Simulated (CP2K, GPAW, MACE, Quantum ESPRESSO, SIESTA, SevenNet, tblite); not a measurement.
**A faulty Quantum ESPRESSO run on random packing of Al77Si23 (at. %) (94 atoms)**

Program: Quantum ESPRESSO 7.5, a calculation on a cell of 72 Al and 22 Si, 18.2 Å³ an atom.

Input file pw.in:

```
&control
  calculation = 'scf'
  pseudo_dir = './pseudo'
  outdir = './tmp'
  disk_io = 'none'
  tprnfor = .true.
  tstress = .true.
/
&system
  ibrav = 0
  nat = 94
  ntyp = 2
  ecutwfc = 45
  ecutrho = 360
  nosym = .true.
  occupations = 'smearing'
  smearing = 'fd'
  degauss = 0.003675
/
&electrons
  conv_thr = 4.7e-07
  electron_maxstep = 2
  mixing_beta = 0.2
  mixing_mode = 'local-TF'
  diagonalization = 'david'
/
ATOMIC_SPECIES
Al 26.982 Al.upf
Si 28.085 Si.upf
CELL_PARAMETERS angstrom
11.95900 0.00000 0.00000
0.00000 11.95900 0.00000
0.00000 0.00000 11.95900
ATOMIC_POSITIONS crystal
Al 0.81803 0.04063 0.12923
Al 0.24860 0.89564 0.03918
Al 0.41807 0.30317 0.80223
Al 0.89395 0.12785 0.97408
Al 0.66479 0.56233 0.66367
Al 0.61225 0.19871 0.50013
Al 0.69803 0.65175 0.32454
Al 0.70331 0.87169 0.72481
Al 0.85481 0.09923 0.36590
Al 0.36670 0.62356 0.02687
[... 80 atom lines left out ...]
Si 0.50742 0.01182 0.82886
Si 0.18551 0.04998 0.67390
Si 0.09557 0.73625 0.29316
Si 0.95962 0.08521 0.73032
K_POINTS gamma
```

Run with:

```
$ OMP_NUM_THREADS=1 mpirun -np 4 pw.x -in pw.in > output.txt
```

The log of the run:

```text
Program PWSCF
     gamma-point specific algorithms are used
     one sub-group per band group will be used
     scalapack distributed-memory algorithm (size of sub-group:  2*  2 procs)
     Parallelization info
     sticks:   dense  smooth     PW     G-vecs:    dense   smooth      PW
     Min        3657    1826    455               332788   117566   14719
     Max        3660    1827    458               332793   117575   14726
     Sum       14633    7305   1829              1331161   470281   58893
     bravais-lattice index     =            0
     lattice parameter (alat)  =      22.5992  a.u.
     unit-cell volume          =   11542.0034 (a.u.)^3
     number of atoms/cell      =           94
     number of atomic types    =            2
     number of electrons       =       304.00
     number of Kohn-Sham states=          182
     kinetic-energy cutoff     =      45.0000  Ry
     charge density cutoff     =     360.0000  Ry
     scf convergence threshold =      4.7E-07
     mixing beta               =       0.2000
     number of iterations used =            8  local-TF  mixing
     Exchange-correlation= PBE
                           (   1   4   3   4   0   0   0)
     crystal axes: (cart. coord. in units of alat)
               a(1) = (   1.000000   0.000000   0.000000 )
               a(2) = (   0.000000   1.000000   0.000000 )
               a(3) = (   0.000000   0.000000   1.000000 )
     reciprocal axes: (cart. coord. in units 2 pi/alat)
               b(1) = (  1.000000  0.000000  0.000000 )
               b(2) = (  0.000000  1.000000  0.000000 )
               b(3) = (  0.000000  0.000000  1.000000 )
     PseudoPot. # 1 for Al:
     Pseudo is Projector augmented-wave + core cor, Zval =  3.0
     PseudoPot. # 2 for Si:
     Pseudo is Ultrasoft + core correction, Zval =  4.0
     atomic species   valence    mass     pseudopotential
     Al                3.00    26.98200     Al( 1.00)
     Si                4.00    28.08500     Si( 1.00)
     No symmetry found
   Cartesian axes
     number of k points=     1  Fermi-Dirac smearing, width (Ry)=  0.0037
                       cart. coord. in units 2pi/alat
        k(    1) = (   0.0000000   0.0000000   0.0000000), wk =   2.0000000
     Dense  grid:   665581 G-vectors     FFT dimensions: ( 144, 144, 144)
     Smooth grid:   235141 G-vectors     FFT dimensions: ( 100, 100, 100)
     Initial potential from superposition of free atoms
     starting charge     303.8228, renormalised to     304.0000
     Starting wfcs are  376 randomized atomic wfcs
     Self-consistent Calculation
     iteration #  1     ecut=    45.00 Ry     beta= 0.20
     total energy              =   -3090.57514247 Ry
     estimated scf accuracy    <       5.19359187 Ry
     iteration #  2     ecut=    45.00 Ry     beta= 0.20
     total energy              =   -3089.35603307 Ry
     estimated scf accuracy    <       4.39104128 Ry
     End of self-consistent calculation
     convergence NOT achieved after   2 iterations: stopping
     Message from routine punch:
     Nothing written, as per user request (disk_io='none')
```

The job ended after 37 s (4 MPI ranks of Arm Neoverse V1, shared host; peak memory 3.9 GiB).

Banners, paths, timers and routine set-up lines are dropped from the logs unmarked, and long logs keep their key lines alone; longer cuts are marked.

Why should this run not be trusted?

Too few SCF iterations: iteration limit 2.

The run ended unconverged.

[Also dropped from logs without a mark: logging warnings of Python, and SIESTA's first energy breakdown and zero terms.]

[Logs are printed without paths, hosts, clocks, repeated set-up lines and the standing remarks that a program may print on its own settings, such as how far it seeks lower states.]

[Hosts, paths, dates, database ids (printed as entryN), source tags and the programs' standing remarks are cut or masked in the printed files.]
